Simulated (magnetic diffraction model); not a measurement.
# Solving a magnetic structure from powder neutron data: ErVS4

Space group I4_1/a (no. 88, origin choice 1), a = 6.1430 Å, c = 13.2610 Å.

```csv
site,atom,x,y,z
4a,Er,0,0,0
4b,V,1/2,1/2,0
16f,S,0.7643,0.8554,0.1646
```

The compound is invented for this exercise: a known structure type with other elements, its cell scaled to their sizes and not relaxed.

Only Er is taken to order (form factors of Er3+); orders and moment sizes are assumed, and not adapted to the symmetry. Radiation: neutrons of λ = 2.0775 Å, 3° to 50°; isotropic B of 0.17 Å² (Er), 0.28 Å² (V) and 0.26 Å² (S). The intensities are simulated: I ∝ L Σ (|F_N|² + |F_M⊥|²) for unpolarised neutrons, with F_M = 2.695 fm/μB × Σ f(s) S exp(2πi Q·r) exp(−B s²) at Q = H ± k (one set where k and −k are equivalent), only the part normal to Q counting and L = 1/(sin²θ cos θ). For collinear order S is the moment m, which repeats by lattice and centring translations R with the sign exp(−2πi k·R). Form factors are spin-only for 3d ions and dipole or tabulated for f ions, scattering lengths are Sears's of 1992, and absorption is left out. A label names one of the reflections at its angle. The strongest nuclear line in the range is 100, and lines under 0.2 are left out.

Above the ordering temperature:

```csv
2θ (°),index,I
21.48,(1 0 1),82.0
33.22,(1 1 2),61.4
33.66,(1 0 3),10.9
36.52,(0 0 4),0.4
43.77,(2 0 2),10.0
45.43,(2 1 1),100.0
46.43,(1 1 4),37.1
```

Below it (cell unchanged):

| 2θ (°) | I |
| --- | --- |
| 21.48 | 298.2 |
| 33.22 | 252.7 |
| 33.66 | 129.6 |
| 36.52 | 60.4 |
| 39.53 | 50.6 |
| 43.77 | 10.0 |
| 45.43 | 177.6 |
| 46.43 | 37.1 |

**Question.** Find the propagation vector, then choose among these models:
A. collinear moments along [111], 6.2 μB on Er; signs + at (0, 0, 0), + at (0, 1/2, 1/4)
B. collinear moments along [111], 6.2 μB on Er; signs + at (0, 0, 0), − at (0, 1/2, 1/4)
C. collinear moments along [110], 6.2 μB on Er; signs + at (0, 0, 0), − at (0, 1/2, 1/4)
D. collinear moments along [110], 6.2 μB on Er; signs + at (0, 0, 0), + at (0, 1/2, 1/4)

No line moves, and magnetic intensity falls on nuclear lines such as the one at 21.48°, so the magnetic cell equals the chemical primitive cell: k = 0.

Magnetic intensity, observed (below minus above) and for each model:

| 2θ (°) | index | observed | A | B | C | D |
| --- | --- | --- | --- | --- | --- | --- |
| 18.03 | (0 0 2) | <0.2 | <0.2 | 79.1 | 263.6 | <0.2 |
| 21.48 | (1 0 1) | 216.2 | 276.7 | 276.7 | 216.2 | 216.2 |
| 27.67 | (1 -1 0) | <0.2 | <0.2 | 184.3 | 108.4 | <0.2 |
| 33.22 | (1 1 2) | 191.3 | 201.5 | <0.2 | <0.2 | 191.3 |
| 36.52 | (0 0 4) | 60.0 | 18.0 | <0.2 | <0.2 | 60.0 |
| 39.53 | (2 0 0) | 50.5 | 85.9 | <0.2 | <0.2 | 50.5 |
| 43.77 | (2 0 2) | <0.2 | <0.2 | 121.8 | 95.2 | <0.2 |
| 46.43 | (1 1 4) | <0.2 | <0.2 | 71.4 | 115.9 | <0.2 |

Model D matches.

The absence at (0 0 2) is telling: the sublattices cancel there.

The structure used: k = (0 0 0), collinear moments along [110], 6.2 μB on Er; signs + at (0, 0, 0), + at (0, 1/2, 1/4).

[Logs are printed without paths, hosts, clocks, repeated set-up lines and the standing remarks that a program may print on its own settings, such as how far it seeks lower states.]
